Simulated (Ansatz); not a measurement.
# Σ5 (310) boundary in fcc Cu, starting shift (0, 0.5): structure and resistance, part 3 of 3

Wanted: what the Σ5 (310) boundary in fcc Cu, starting shift (0, 0.5) costs an interconnect.

Ansatz 0.2.0; Ansatz plane-wave DFT, PBE, PAW files; relaxation of a bicrystal slab with its lowest layers held; PAW set soft_1 (the session's first sound run).

So far. Step 3 (Transmission across the boundary): Over the solved energies the transmission per spin lies between 2.37 and 2.41, out of 3.00 channels of the lead on average (up to 3.04). Step 4 (Specific resistance): Averaged over the energies near the Fermi level, 79.5 % of the channels pass, which makes 0.229 fΩ m².

### Step 5. Single-crystal slab for reference

The free faces cost energy too. A single-crystal slab with the same faces and held layers is relaxed, so that they cancel.

This step: Ansatz plane-wave DFT, PBE, PAW files; relaxation of a single-crystal slab with its lowest layers held; PAW set soft_1 (Ansatz 0.2.0).

System of this step: Cu slab, plane (3, 1, 0). The cell holds 34 atoms: 34 Cu. Cell: a = 5.716 Å, b = 3.615 Å, c = 29.862 Å, α = 90.0°, β = 90.0°, γ = 90.0°. It derives from Cu. Vacuum lies along c.

The input, input.yaml:

```yaml
crystal:
  lattice:
    - [5.7157536252, 0.0, 0.0]
    - [0.0, 3.61496, 0.0]
    - [0.0, 0.0, 29.8619869625]
  atoms:
    - { symbol: Cu, position: [0.9000000002, 0.5, 0.1674369494] }
    - { symbol: Cu, position: [0.6000000002, 0.0, 0.1865775164] }
    - { symbol: Cu, position: [0.3000000002, 0.5, 0.2057180834] }
    - { symbol: Cu, position: [2.0e-10, 1.0, 0.2248586504] }
    - { symbol: Cu, position: [0.7000000002, 0.5, 0.2439992174] }
    - { symbol: Cu, position: [0.4000000002, 0.0, 0.2631397844] }
    - { symbol: Cu, position: [0.1000000002, 0.5, 0.2822803515] }
    - { symbol: Cu, position: [0.8000000002, 0.0, 0.3014209185] }
    - { symbol: Cu, position: [0.5000000002, 0.5, 0.3205614855] }
    - { symbol: Cu, position: [0.2000000002, 0.0, 0.3397020525] }
    - { symbol: Cu, position: [0.9000000002, 0.5, 0.3588426195] }
    - { symbol: Cu, position: [0.6000000002, 1.0, 0.3779831865] }
    - { symbol: Cu, position: [0.3000000001, 0.5, 0.3971237535] }
    - { symbol: Cu, position: [1.0e-10, 0.0, 0.4162643205] }
    - { symbol: Cu, position: [0.7000000001, 0.5, 0.4354048875] }
    - { symbol: Cu, position: [0.4000000001, 0.0, 0.4545454545] }
    - { symbol: Cu, position: [0.1000000001, 0.5, 0.4736860216] }
    - { symbol: Cu, position: [0.8000000001, 0.0, 0.4928265886] }
    - { symbol: Cu, position: [0.5000000001, 0.5, 0.5119671556] }
    - { symbol: Cu, position: [0.2000000001, 0.0, 0.5311077226] }
    - { symbol: Cu, position: [0.9000000001, 0.5, 0.5502482896] }
    - { symbol: Cu, position: [0.6000000001, 0.0, 0.5693888566] }
    - { symbol: Cu, position: [0.3000000001, 0.5, 0.5885294236] }
    - { symbol: Cu, position: [1.0e-10, 0.0, 0.6076699906] }
    - { symbol: Cu, position: [0.7000000001, 0.5, 0.6268105576] }
    - { symbol: Cu, position: [0.4000000001, 0.0, 0.6459511246] }
    - { symbol: Cu, position: [0.1, 0.5, 0.6650916917] }
    - { symbol: Cu, position: [0.8, 0.0, 0.6842322587] }
    - { symbol: Cu, position: [0.5, 0.5, 0.7033728257] }
    - { symbol: Cu, position: [0.2, 0.0, 0.7225133927] }
    - { symbol: Cu, position: [0.9, 0.5, 0.7416539597] }
    - { symbol: Cu, position: [0.6, 0.0, 0.7607945267] }
    - { symbol: Cu, position: [0.3, 0.5, 0.7799350937] }
    - { symbol: Cu, position: [0.0, 0.0, 0.7990756607] }
kpoints:
  mp_grid: { grid: [4, 7, 1] }
hamiltonian:
  xc: pbe
  pseudopotentials: { kind: paw, azcp: { folder: soft_1 } }
scf:
  occupations: { method: fermi_dirac, width: 0.1 }
relax:
  f_tol: 0.03
  max_steps: 80
  constraints: [{ sites: [0, 1, 2, 3, 4, 5] }]
```

Started as:

```console
$ ansatz run input.yaml --threads 4 --pin off --max-ram 15360MiB --backend cpu --events-out ev --progress --plain --runs-dir out
```

Numbers of over 12 decimals in the logs are rounded to 6 here.

Output:

```text
Warning: crystal.symmetry: narrowed to the stabiliser of the relax constraints — unitary ops 4 → 2; lowered at sites 0, 1, 2, 3, 4, 5, 28, 29, 30, 31, 32, 33 (the operations that carried what is held of a site onto what its image site leaves free; the constrained walk keeps no symmetry that its constraints do not admit)
[...]
Crystal: 34 atoms, lattice volume = 617.015 Å³
Basis set: ecut = 420 eV, 12021 PW (Γ), exchange–correlation on 80×50×400 points (8 copies of the dense FFT grid, shifted against one another)
Bands: 388, of which v1, the nominal top of the filled ones, is band 323 counted from 1 (322 counted from 0)
Symmetry: 2 space group operations
k-points: 12 of 28 (time reversal used)
[...]
SCF iter   1: F=—  HF=-225281.463356 eV  |F-HF|=—  |Δ(HF+E_count)|=         —  Δρ=2.09e-1  dr2=1.63e2  ethr=3.10e-3  ⟨swp⟩=6.0  Hψ=17415  notcnv=0  defer=31
[...]
SCF iter  10: F=-225252.157892 eV  HF=-225252.157874 eV  |F-HF|=1.80e-5  |Δ(HF+E_count)|=   1.71e-5  Δρ=4.50e-5  dr2=8.02e-6  ethr=3.48e-9  ⟨swp⟩=4.0  Hψ=14710  notcnv=0
SCF 1 converged in 10 iterations: F = -225252.157892 eV  dr2 = 8.02e-6
[...]
relax step   1: F+E_penalty+E_count = -225252.15789214 eV  Δ(F+E_penalty+E_count) = +0.000e0 eV  max|allowed force component| = 5.208e-1 eV/Å  Δτ_max = 0.0000 Å  (10 SCF iters, dr2 threshold 2.25e-5 eV, accepted)
[...]
SCF iter   7: F=-225252.197125 eV  HF=-225252.197138 eV  |F-HF|=1.29e-5  |Δ(HF+E_count)|=   7.87e-6  Δρ=4.98e-5  dr2=1.16e-5  ethr=2.49e-9  ⟨swp⟩=4.0  Hψ=14200  notcnv=0
SCF 2 converged in 7 iterations: F = -225252.197125 eV  dr2 = 1.16e-5
relax step   2: F+E_penalty+E_count = -225252.19712508 eV  Δ(F+E_penalty+E_count) = -3.923e-2 eV  max|allowed force component| = 3.260e-1 eV/Å  Δτ_max = 0.0563 Å  (7 SCF iters, dr2 threshold 1.70e-5 eV, accepted)
SCF iter   1: F=—  HF=-225252.427202 eV  |F-HF|=—  |Δ(HF+E_count)|=         —  Δρ=1.16e-2  dr2=4.90e-1  ethr=6.72e-4  ⟨swp⟩=5.6  Hψ=11553  notcnv=0  defer=550
[...]
SCF iter   9: F=-225252.227731 eV  HF=-225252.227733 eV  |F-HF|=1.83e-6  |Δ(HF+E_count)|=   1.68e-7  Δρ=9.86e-6  dr2=2.16e-6  ethr=1.03e-9  ⟨swp⟩=3.0  Hψ=12154  notcnv=0
SCF 3 converged in 9 iterations: F = -225252.227731 eV  dr2 = 2.16e-6
relax step   3: F+E_penalty+E_count = -225252.22773125 eV  Δ(F+E_penalty+E_count) = -3.061e-2 eV  max|allowed force component| = 5.179e-2 eV/Å  Δτ_max = 0.1260 Å  (9 SCF iters, dr2 threshold 6.64e-6 eV, accepted)
SCF iter   1: F=—  HF=-225252.233255 eV  |F-HF|=—  |Δ(HF+E_count)|=         —  Δρ=1.57e-3  dr2=8.04e-3  ethr=1.47e-5  ⟨swp⟩=3.9  Hψ=8210  notcnv=0  defer=551
[...]
SCF iter   9: F=-225252.228471 eV  HF=-225252.228471 eV  |F-HF|=3.35e-9  |Δ(HF+E_count)|=   3.59e-8  Δρ=1.43e-6  dr2=1.22e-8  ethr=1.55e-11  ⟨swp⟩=4.0  Hψ=13165  notcnv=0
SCF 4 converged in 9 iterations: F = -225252.228471 eV  dr2 = 1.22e-8
relax step   4: F+E_penalty+E_count = -225252.22847075 eV  Δ(F+E_penalty+E_count) = -7.395e-4 eV  max|allowed force component| = 1.090e-2 eV/Å  Δτ_max = 0.0189 Å  (9 SCF iters, accepted)
SCF converged after 9 iterations
Free energy (F): -225252.228471 eV
[...]
Internal energy: -225251.907983 eV  (E = F + TS)
E sigma→0 (E₀):  -225252.068227 eV
Entropy (-TS):   -0.320487 eV (-9.426 meV/atom)
Fermi energy:    9.141179 eV
[...]
--- Forces (eV/Å), atoms counted from 1 ---
  atom   1  Cu    -0.10813027     0.00000000     0.52406005
  atom   2  Cu     0.07250488     0.00000000     0.15055293
  atom   3  Cu    -0.02588326     0.00000000    -0.07337652
  atom   4  Cu     0.10210222     0.00000000    -0.37000167
  atom   5  Cu    -0.02589346     0.00000000    -0.20364773
  atom   6  Cu    -0.03677120     0.00000000    -0.02948300
  atom   7  Cu    -0.00044710     0.00000000     0.00011601
  atom   8  Cu    -0.00023278     0.00000000    -0.00070375
  atom   9  Cu     0.00046510     0.00000000    -0.00048366
  atom  10  Cu     0.00024886     0.00000000     0.00051639
  atom  11  Cu    -0.00012099     0.00000000     0.00052076
  atom  12  Cu    -0.00012503     0.00000000     0.00076350
  atom  13  Cu     0.00055075     0.00000000    -0.00018224
  atom  14  Cu     0.00045515     0.00000000     0.00078666
  atom  15  Cu     0.00060034     0.00000000     0.00106090
  atom  16  Cu     0.00061208     0.00000000     0.00072687
  atom  17  Cu     0.00120672     0.00000000     0.00012233
  atom  18  Cu     0.00039493     0.00000000     0.00041334
  atom  19  Cu     0.00035387     0.00000000     0.00065144
  atom  20  Cu     0.00031882     0.00000000     0.00075995
  atom  21  Cu     0.00129082     0.00000000     0.00009003
  atom  22  Cu     0.00122111     0.00000000    -0.00002552
  atom  23  Cu     0.00093697     0.00000000     0.00075444
  atom  24  Cu     0.00068448     0.00000000     0.00148258
  atom  25  Cu     0.00209594     0.00000000    -0.00086289
  atom  26  Cu     0.00259283     0.00000000    -0.00240788
  atom  27  Cu    -0.00128331     0.00000000     0.00344294
  atom  28  Cu     0.00203143     0.00000000     0.00248382
  atom  29  Cu     0.00509437     0.00000000    -0.00482236
  atom  30  Cu    -0.00277615     0.00000000    -0.00731860
  atom  31  Cu    -0.00048036     0.00000000    -0.00316031
  atom  32  Cu     0.00025696     0.00000000     0.00084671
  atom  33  Cu    -0.00210923     0.00000000    -0.00470259
  atom  34  Cu     0.00813034     0.00000000     0.01089540
  max |Σ_I F_I| component: 1.32e-4 eV/Å
--- Relaxed structure (4 steps of the walk, 4 accepted, 0 SCFs on fresh bases) ---
  F+E_penalty+E_count = -225252.22847075 eV   max|allowed force component| = 1.090e-2 eV/Å
  atoms:
    - { symbol: Cu, position: [0.900000, 0.5, 0.167437] }
    - { symbol: Cu, position: [0.600000, 0.0, 0.186578] }
    - { symbol: Cu, position: [0.300000, 0.5, 0.205718] }
    - { symbol: Cu, position: [2.1176469321416106e-10, 1.0, 0.224859] }
    - { symbol: Cu, position: [0.700000, 0.5, 0.243999] }
    - { symbol: Cu, position: [0.400000, 0.0, 0.263140] }
    - { symbol: Cu, position: [0.100183, 0.5, 0.283002] }
    - { symbol: Cu, position: [0.801566, 0.0, 0.302183] }
    - { symbol: Cu, position: [0.502922, 0.5, 0.321243] }
    - { symbol: Cu, position: [0.203936, 0.0, 0.340665] }
    - { symbol: Cu, position: [0.904158, 0.5, 0.360293] }
    - { symbol: Cu, position: [0.605248, 1.0, 0.379369] }
    - { symbol: Cu, position: [0.305648, 0.5, 0.398624] }
    - { symbol: Cu, position: [0.0055108, 0.0, 0.418028] }
    - { symbol: Cu, position: [0.704984, 0.5, 0.437510] }
    - { symbol: Cu, position: [0.405312, 0.0, 0.456633] }
    - { symbol: Cu, position: [0.105259, 0.5, 0.475964] }
    - { symbol: Cu, position: [0.805709, 0.0, 0.495432] }
    - { symbol: Cu, position: [0.505566, 0.5, 0.514773] }
    - { symbol: Cu, position: [0.205934, 0.0, 0.533937] }
    - { symbol: Cu, position: [0.905628, 0.5, 0.553375] }
    - { symbol: Cu, position: [0.605502, 0.0, 0.572748] }
    - { symbol: Cu, position: [0.305754, 0.5, 0.592073] }
    - { symbol: Cu, position: [0.00694264, 0.0, 0.611249] }
    - { symbol: Cu, position: [0.707762, 0.5, 0.630695] }
    - { symbol: Cu, position: [0.408604, 0.0, 0.650039] }
    - { symbol: Cu, position: [0.109096, 0.5, 0.669498] }
    - { symbol: Cu, position: [0.811609, 0.0, 0.688730] }
    - { symbol: Cu, position: [0.513991, 0.5, 0.707910] }
    - { symbol: Cu, position: [0.213726, 0.0, 0.726890] }
    - { symbol: Cu, position: [0.904168, 0.5, 0.748079] }
    - { symbol: Cu, position: [0.609588, 0.0, 0.766421] }
    - { symbol: Cu, position: [0.311656, 0.5, 0.782850] }
    - { symbol: Cu, position: [0.018205, 0.0, 0.799954] }
```

It took 8.5 min on 4 threads of Arm Neoverse V2, shared host; peak memory 5.1 GiB; 32 min of CPU time.

Relaxation path:

```
step  energy less that of the first step (eV)  largest force component (eV/Å)
   1                                   0.0000                          0.5208
   2                                  -0.0392                          0.3260
   3                                  -0.0698                          0.0518
   4                                  -0.0706                          0.0109
```

The atoms that moved most (Å):

```
atom     dx     dy     dz  length
Cu31  0.024  0.000  0.192   0.193
Cu32  0.055  0.000  0.168   0.177
Cu29  0.080  0.000  0.135   0.157
Cu30  0.078  0.000  0.131   0.152
Cu28  0.066  0.000  0.134   0.150
Cu27  0.052  0.000  0.132   0.141
Cu26  0.049  0.000  0.122   0.132
Cu25  0.044  0.000  0.116   0.124
```

The relaxed structure:

```
Cu
1.0
     5.71575    0.00000    0.00000
     0.00000    3.61496    0.00000
     0.00000    0.00000   29.86199
Cu
34
Direct
  0.90000 0.50000 0.16744
  0.60000 0.00000 0.18658
  0.30000 0.50000 0.20572
  0.00000 0.00000 0.22486
  0.70000 0.50000 0.24400
  0.40000 0.00000 0.26314
  0.10018 0.50000 0.28300
  0.80157 0.00000 0.30218
  0.50292 0.50000 0.32124
  0.20394 0.00000 0.34066
  0.90416 0.50000 0.36029
  0.60525 0.00000 0.37937
  0.30565 0.50000 0.39862
  0.00551 0.00000 0.41803
  0.70498 0.50000 0.43751
  0.40531 0.00000 0.45663
  0.10526 0.50000 0.47596
  0.80571 0.00000 0.49543
  0.50557 0.50000 0.51477
  0.20593 0.00000 0.53394
  0.90563 0.50000 0.55338
  0.60550 0.00000 0.57275
  0.30575 0.50000 0.59207
  0.00694 0.00000 0.61125
  0.70776 0.50000 0.63069
  0.40860 0.00000 0.65004
  0.10910 0.50000 0.66950
  0.81161 0.00000 0.68873
  0.51399 0.50000 0.70791
  0.21373 0.00000 0.72689
  0.90417 0.50000 0.74808
  0.60959 0.00000 0.76642
  0.31166 0.50000 0.78285
  0.01820 0.00000 0.79995
```

Numbers from this step:

```
free energy             : -225252.2285 eV
energy at zero smearing : -225252.0682 eV
Fermi energy            : 9.141 eV
```

The largest force component on a free atom ends at 0.011 eV/Å, under the tolerance of 0.03, after 4 steps.

### Step 6. Bulk reference

The perfect crystal gives the energy per atom, for the atoms by which bicrystal and slab differ.

This step: Ansatz plane-wave DFT, PBE, PAW files; bulk reference; PAW set soft_1 (Ansatz 0.2.0).

System of this step: Cu. The structure is cubic, space group Fm-3m (No. 225). Conventional cell: a = 3.615 Å, b = 3.615 Å, c = 3.615 Å, α = 90.00°, β = 90.00°, γ = 90.00°. Nearest to Cu lie 12 Cu at 2.56 Å.

input.yaml, the sections that differ from step 5:

```yaml
crystal:
  lattice:
    - [0.0, 1.80748, 1.80748]
    - [1.80748, 0.0, 1.80748]
    - [1.80748, 1.80748, 0.0]
  atoms:
    - { symbol: Cu, position: [0.0, 0.0, 0.0] }
kpoints:
  mp_grid: { grid: [21, 21, 21] }
# hamiltonian, scf: as in step 5
# relax: removed
```

Output:

```text
[...]
Crystal: 1 atoms, lattice volume = 11.810 Å³
Basis set: ecut = 420 eV, 259 PW (Γ)
Bands: 14, of which v1, the nominal top of the filled ones, is band 10 counted from 1 (9 counted from 0)
Symmetry: 48 space group operations
[...]
k-points: 286 of 9261
[...]
SCF iter   1: F=—  HF=-6626.103945 eV  |F-HF|=—  |Δ(HF+E_count)|=         —  Δρ=2.68e-1  dr2=5.09e0  ethr=3.10e-3  ⟨swp⟩=4.9  Hψ=19163  notcnv=0
[...]
SCF iter   7: F=-6625.187333 eV  HF=-6625.187333 eV  |F-HF|=7.64e-11  |Δ(HF+E_count)|=  1.01e-10  Δρ=1.66e-6  dr2=1.97e-10  ethr=5.26e-10  ⟨swp⟩=2.0  Hψ=7881  notcnv=0
SCF 1 converged in 7 iterations: F = -6625.187333 eV  dr2 = 1.97e-10
[...]
SCF converged after 7 iterations
Free energy (F): -6625.187333 eV
[...]
Internal energy: -6625.176373 eV  (E = F + TS)
E sigma→0 (E₀):  -6625.181853 eV
Entropy (-TS):   -0.010960 eV (-10.960 meV/atom)
Fermi energy:    16.384214 eV
[...]
```

Wall time 0.6 s (4 threads); peak memory 0.3 GiB.

Numbers from this step:

- free energy: -6625.1873 eV
- energy at zero smearing: -6625.1819 eV
- Fermi energy: 16.38 eV

### Step 7. Boundary energy

This step: Ansatz plane-wave DFT, PBE, PAW files; bicrystal less single-crystal slab less bulk atoms, a boundary area; PAW set soft_1 (Ansatz 0.2.0).

This step gave:

```
excess energy of the cell : 1.524 eV
boundary energy           : 1.182 J/m²
```

The boundary costs 1.2 J/m².

By hand: 1.52 eV / 20.66 Å² × 16.02 = 1.18 J/m².

### Step 8. Summary of results

```
specific resistance of the boundary : 0.229 fΩ m²
share of channels that pass         : 0.795
boundary energy                     : 1.18 J/m²
```

What this shows: The boundary has a specific resistance of 0.23 fΩ m² and an energy of 1.2 J/m². The boundary reflects 21 % of the channels; 0.23 fΩ m² is 2.3×10⁻¹² Ω·cm². That equals the resistance of 13 nm of bulk Cu at 300 K (measured 1.725 µΩ cm, CRC Handbook of Chemistry and Physics, 84th ed., 2003, Electrical Resistivity of Pure Metals). One starting structure was relaxed; another shift or atom count at the boundary may lie lower.

[Logs are printed without paths, hosts, clocks, repeated set-up lines and the standing remarks that a program may print on its own settings, such as how far it seeks lower states.]

[Hosts, paths, dates, database ids (printed as entryN), source tags and the programs' standing remarks are cut or masked in the printed files.]
